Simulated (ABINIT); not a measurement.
**Quasiparticle gap of KBr (Fm-3m) in ABINIT**

Aim: the G0W0 gap of KBr (Fm-3m) on PBE, step by step.

Calculated with ABINIT 10.8.3; PBE and many-body steps on it, plane waves.

This is a report of a sequence of runs, with most program output left out.

## (1) The starting structure

The structure is cubic, space group Fm-3m (No. 225). Conventional cell: a = 6.600 Å, b = 6.600 Å, c = 6.600 Å, α = 90.00°, β = 90.00°, γ = 90.00°. Nearest to K lie 6 Br at 3.30 Å. Nearest to Br lie 6 K at 3.30 Å. Farther neighbours and most contacts between anions are not listed.

The cell and positions come from the Crystallography Open Database and are kept as given unless a step says otherwise.

## (2) Ground state

This step: ABINIT 10.8.3; DFT, PBE, plane waves, norm-conserving pseudopotentials.

The ground-state density comes first.

run.abi

```
acell 3*1.0 Angstrom
rprim 
  0.000000000000 3.300000000000 3.300000000000
  3.300000000000 -0.000000000000 3.300000000000
  3.300000000000 3.300000000000 0.000000000000
ntypat 2
znucl 19 35
natom 2
typat 1 2
xred 
  0.000000000000 0.000000000000 0.000000000000
  0.500000000000 0.500000000000 0.500000000000
pp_dirpath "pseudos"
pseudos "K.upf, Br.upf"
ecut 33
ngkpt 6 6 6
nshiftk 1
shiftk 0 0 0
kptopt 1
chksymbreak 0
nband 13
occopt 1
tolvrs 1e-10
nstep 60
prtwf 0
optforces 0
optstress 0
indata_prefix "in"
outdata_prefix "out"
tmpdata_prefix "tmp"
```

Run with:

```bash
$ OMP_NUM_THREADS=1 mpirun -n 4 abinit run.abi > log
```

Elapsed: 7.2 s, on 4 MPI ranks of Intel Xeon 6975P-C (Granite Rapids), shared host; peak memory 0.38 GiB.

This step gave:

```yaml
total_energy: -1249.4942 eV
gap: 4.436 eV
k_of_the_valence_top: 0, 0, 0
k_of_the_conduction_bottom: 0, 0, 0
least_direct_gap: 4.436 eV
```

The gap is direct, at Γ.

## (3) Bands along the symmetry lines

Levels along a band path, at the cheap level, show where the edges lie and whether the meshes to come will hold them.

run.abi

```
acell 3*1.0 Angstrom
rprim 
  0.000000000000 3.300000000000 3.300000000000
  3.300000000000 -0.000000000000 3.300000000000
  3.300000000000 3.300000000000 0.000000000000
ntypat 2
znucl 19 35
natom 2
typat 1 2
xred 
  0.000000000000 0.000000000000 0.000000000000
  0.500000000000 0.500000000000 0.500000000000
pp_dirpath "pseudos"
pseudos "K.upf, Br.upf"
ecut 33
iscf -2
irdden 1
kptopt 0
nkpt 50
kpt 
  0.00000000 0.00000000 0.00000000
  0.06250000 0.00000000 0.06250000
  0.12500000 0.00000000 0.12500000
  0.18750000 0.00000000 0.18750000
  0.25000000 0.00000000 0.25000000
  0.31250000 0.00000000 0.31250000
  0.37500000 0.00000000 0.37500000
  0.43750000 0.00000000 0.43750000
  0.50000000 0.00000000 0.50000000
  0.51562500 0.03125000 0.51562500
  0.53125000 0.06250000 0.53125000
  0.54687500 0.09375000 0.54687500
  0.56250000 0.12500000 0.56250000
  0.57812500 0.15625000 0.57812500
  0.59375000 0.18750000 0.59375000
  0.60937500 0.21875000 0.60937500
  0.62500000 0.25000000 0.62500000
  0.37500000 0.37500000 0.75000000
  0.32812500 0.32812500 0.65625000
  0.28125000 0.28125000 0.56250000
  0.23437500 0.23437500 0.46875000
  0.18750000 0.18750000 0.37500000
  0.14062500 0.14062500 0.28125000
  0.09375000 0.09375000 0.18750000
  0.04687500 0.04687500 0.09375000
  0.00000000 0.00000000 0.00000000
  0.06250000 0.06250000 0.06250000
  0.12500000 0.12500000 0.12500000
  0.18750000 0.18750000 0.18750000
  0.25000000 0.25000000 0.25000000
  0.31250000 0.31250000 0.31250000
  0.37500000 0.37500000 0.37500000
  0.43750000 0.43750000 0.43750000
  0.50000000 0.50000000 0.50000000
  0.50000000 0.46875000 0.53125000
  0.50000000 0.43750000 0.56250000
  0.50000000 0.40625000 0.59375000
  0.50000000 0.37500000 0.62500000
  0.50000000 0.34375000 0.65625000
  0.50000000 0.31250000 0.68750000
  0.50000000 0.28125000 0.71875000
  0.50000000 0.25000000 0.75000000
  0.50000000 0.21875000 0.71875000
  0.50000000 0.18750000 0.68750000
  0.50000000 0.15625000 0.65625000
  0.50000000 0.12500000 0.62500000
  0.50000000 0.09375000 0.59375000
  0.50000000 0.06250000 0.56250000
  0.50000000 0.03125000 0.53125000
  0.50000000 0.00000000 0.50000000
istwfk *1
nband 15
nbdbuf 2
tolwfr 1e-08
nstep 40
prtwf 0
prtvol 0
indata_prefix "in"
outdata_prefix "out"
tmpdata_prefix "tmp"
```

Elapsed: 15 s, on 4 MPI ranks; peak memory 0.35 GiB; 58 s of CPU time.

This step gave:

```
gap                        : 4.436 eV
k of the valence top       : 0, 0, 0
k of the conduction bottom : 0, 0, 0
least direct gap           : 4.436 eV
```

The gap is 4.436 eV, as in the run before at this level.

Electronic bands along the path, in eV, zero at the top of the highest filled band; v1 is the highest filled band, c1 the lowest empty one:

| point | v4 | v3 | v2 | v1 | c1 | c2 | c3 | c4 |
| --- | --- | --- | --- | --- | --- | --- | --- | --- |
| Γ | -11.26 | 0.00 | 0.00 | 0.00 | 4.44 | 7.61 | 7.61 | 7.61 |
| halfway | -11.17 | -0.71 | -0.16 | -0.16 | 5.90 | 6.54 | 8.84 | 9.04 |
| X | -11.29 | -0.81 | -0.28 | -0.28 | 5.87 | 7.20 | 9.35 | 9.50 |
| halfway | -11.26 | -0.78 | -0.40 | -0.30 | 6.08 | 7.46 | 9.12 | 9.51 |
| U | -11.18 | -0.69 | -0.64 | -0.33 | 6.59 | 8.16 | 8.46 | 9.16 |
| jump to K | -11.18 | -0.69 | -0.64 | -0.33 | 6.59 | 8.16 | 8.46 | 9.16 |
| halfway | -11.10 | -0.78 | -0.24 | -0.24 | 6.16 | 7.28 | 8.38 | 8.88 |
| Γ | -11.26 | 0.00 | 0.00 | 0.00 | 4.44 | 7.61 | 7.61 | 7.61 |
| halfway | -11.12 | -0.67 | -0.17 | -0.17 | 5.69 | 7.49 | 8.31 | 8.31 |
| L | -11.01 | -1.18 | -0.33 | -0.33 | 6.59 | 8.23 | 9.74 | 9.74 |
| halfway | -11.09 | -0.96 | -0.47 | -0.36 | 7.02 | 7.80 | 8.89 | 9.31 |
| W | -11.16 | -0.59 | -0.59 | -0.54 | 7.39 | 7.39 | 8.26 | 8.99 |
| halfway | -11.22 | -0.75 | -0.41 | -0.38 | 6.29 | 7.66 | 8.73 | 9.39 |
| X | -11.29 | -0.81 | -0.28 | -0.28 | 5.87 | 7.20 | 9.35 | 9.50 |

## (4) Empty states on the mesh, 4×4×4 mesh, 298 bands

The sums over transitions need many empty states on a uniform mesh; this step solves for them.

run.abi

```
acell 3*1.0 Angstrom
rprim 
  0.000000000000 3.300000000000 3.300000000000
  3.300000000000 -0.000000000000 3.300000000000
  3.300000000000 3.300000000000 0.000000000000
ntypat 2
znucl 19 35
natom 2
typat 1 2
xred 
  0.000000000000 0.000000000000 0.000000000000
  0.500000000000 0.500000000000 0.500000000000
pp_dirpath "pseudos"
pseudos "K.upf, Br.upf"
ecut 33
ngkpt 4 4 4
nshiftk 1
shiftk 0 0 0
kptopt 1
chksymbreak 0
irdden 1
istwfk *1
nband 298
prtvol 0
optdriver 6
gwr_task "HDIAGO"
paral_kgb 0
occopt 1
indata_prefix "in"
outdata_prefix "out"
tmpdata_prefix "tmp"
```

Elapsed: 75 s, on 4 MPI ranks; peak memory 4.5 GiB; 5 min of CPU time.

Numbers from this step:

```yaml
gap: 4.436 eV
k_of_the_valence_top: 0, 0, 0
k_of_the_conduction_bottom: 0, 0, 0
least_direct_gap: 4.436 eV
k_points_computed: 8
lowest_point_of_the_top_converged_band_above_the_valence_top: 137.3185 eV
```

On this mesh the gap is 4.436 eV.

## (5) Screening, 4×4×4 mesh, 290 bands, screening to 209.5 eV

The RPA dielectric matrix is built and inverted for each q.

This step: RPA screening on PBE, plane waves, norm-conserving pseudopotentials.

Changes to run.abi since step 4:

```diff
@@ -20,10 +20,11 @@
 chksymbreak 0
-irdden 1
 istwfk *1
-nband 298
-prtvol 0
-optdriver 6
-gwr_task "HDIAGO"
-paral_kgb 0
 occopt 1
+irdwfk 1
+optdriver 3
+nband 290
+ecuteps 7.7
+inclvkb 2
+awtr 1
+symchi 1
 indata_prefix "in"
```

Run time: 86 s. Hardware: 4 MPI ranks; peak memory 2.5 GiB; 5.7 min of CPU time.

Numbers from this step:

```yaml
eps_infinity_with_local_fields_on_this_mesh_along_the_program_s_q_direction: 2.374
the_same_without_local_fields: 2.854
plasma_frequency: 17.52 eV
plane_waves_in_the_screening_matrix: 531
```

Local fields lower ε∞ by 17 %.

## (6) Self-energy, 4×4×4 mesh, 290 bands, screening to 209.5 eV

The self-energy is evaluated for the states that the input lists, and the levels follow from it, in one-shot runs by the linearised quasiparticle equation.

This step: G0W0 on PBE, plane waves, norm-conserving pseudopotentials.

Changes to run.abi since step 5:

```diff
@@ -23,8 +23,15 @@
 irdwfk 1
-optdriver 3
+optdriver 4
 nband 290
+gwcalctyp 0
+ecutsigx 33
+symsigma 1
+nkptgw 1
+kptgw 
+  0.0000000000 0.0000000000 0.0000000000
+bdgw 
+  6 12
 ecuteps 7.7
-inclvkb 2
-awtr 1
-symchi 1
+irdscr 1
+ppmodel 1
 indata_prefix "in"
```

Elapsed: 39 s, on 4 MPI ranks; peak memory 2.8 GiB.

Numbers from this step:

| Quantity | Value |
| --- | --- |
| G0W0 gap on the points computed | 6.974 eV |
| starting gap on the mesh | 4.436 eV |
| k of the valence top | 0, 0, 0 |
| k of the conduction bottom | 0, 0, 0 |
| Z at the valence top | 0.813 |
| Z at the conduction bottom | 0.865 |
| least direct G0W0 gap on the computed points | 6.974 eV |

The gap on the mesh goes from 4.44 eV to 6.97 eV, a correction of +2.54 eV.

Limits: finite bands, cutoff and mesh; no spin-orbit coupling. v1 is the top filled band, c1 the lowest empty one. The levels before and after the correction (eV, zero at the valence-band top of each column):

|  | conduction bottom | valence top |
| --- | --- | --- |
| Kohn-Sham | 4.44 | 0.00 |
| G0W0 | 6.97 | 0.00 |

|  | level | energy (eV) |
| --- | --- | --- |
| Kohn-Sham | Γ v3-v1 | 0.000 |
| Kohn-Sham | Γ c1 | 4.436 |
| Kohn-Sham | Γ c2-c4 | 7.608 |
| G0W0 | Γ v3-v1 | 0.000 |
| G0W0 | Γ c1 | 6.974 |
| G0W0 | Γ c2-c4 | 10.883 |

## (7) Where the time went

Times are wall times on 4 MPI ranks of Intel Xeon 6975P-C (Granite Rapids), shared host, good to a factor of about two.

| step | time | share | memory (GiB) |
| --- | --- | --- | --- |
| ground state | 7.2 s | 3 % | 0.38 |
| bands along the symmetry lines | 15 s | 7 % | 0.35 |
| empty states on the mesh | 75 s | 34 % | 4.5 |
| screening | 86 s | 39 % | 2.5 |
| self-energy | 39 s | 18 % | 2.8 |

## (8) Outcome

```
PBE gap              : 4.44 eV, direct
G0W0 gap on the mesh : 6.97 eV
GW settings          : 4×4×4 mesh, 290 bands, screening to 209.5 eV, Godby-Needs plasmon pole
known limits         : not at the basis limit; no spin-orbit coupling
```

**Reading.** G0W0 moves the gap on the mesh from 4.44 eV to 6.97 eV (+2.54 eV), with Z of 0.81 and 0.86 at the edges. Local fields lower the RPA ε∞ on this mesh from 2.85 to 2.37. Only 1 of the mesh's irreducible points was corrected, so a valley elsewhere could overtake. Bands and cutoff are finite, so the gap is not at the basis limit. The miss can reach some tenths of an eV and take either sign; the mesh is an error of its own. In the G0W0 run levels were corrected at 1 k point alone, so a gap called «on the mesh» is the least over those, and an edge elsewhere would be missed. The many-body steps are scalar-relativistic: spin-orbit coupling is not in them.

[Paths, hosts, dates, memory and timing lines, banners, echoed tables and standing remarks are left out of the program output.]

[Logs are printed without paths, hosts, clocks, repeated set-up lines and the standing remarks that a program may print on its own settings, such as how far it seeks lower states.]

[Runs of the session that timed out or met a known fault of the program may be left out.]

[Hosts, paths, dates, database ids (printed as entryN), source tags and the programs' standing remarks are cut or masked in the printed files.]

[G0W0 gaps are taken among the corrected bands and points alone; a level outside them can change the order at an edge.]

[Where Ansatz stands beside ABINIT at settings called matched, ABINIT's density can come from a denser mesh and the files from another edition; pairs whose starting gaps differed by over 0.03 eV were left out, so agreement reads better than it is.]
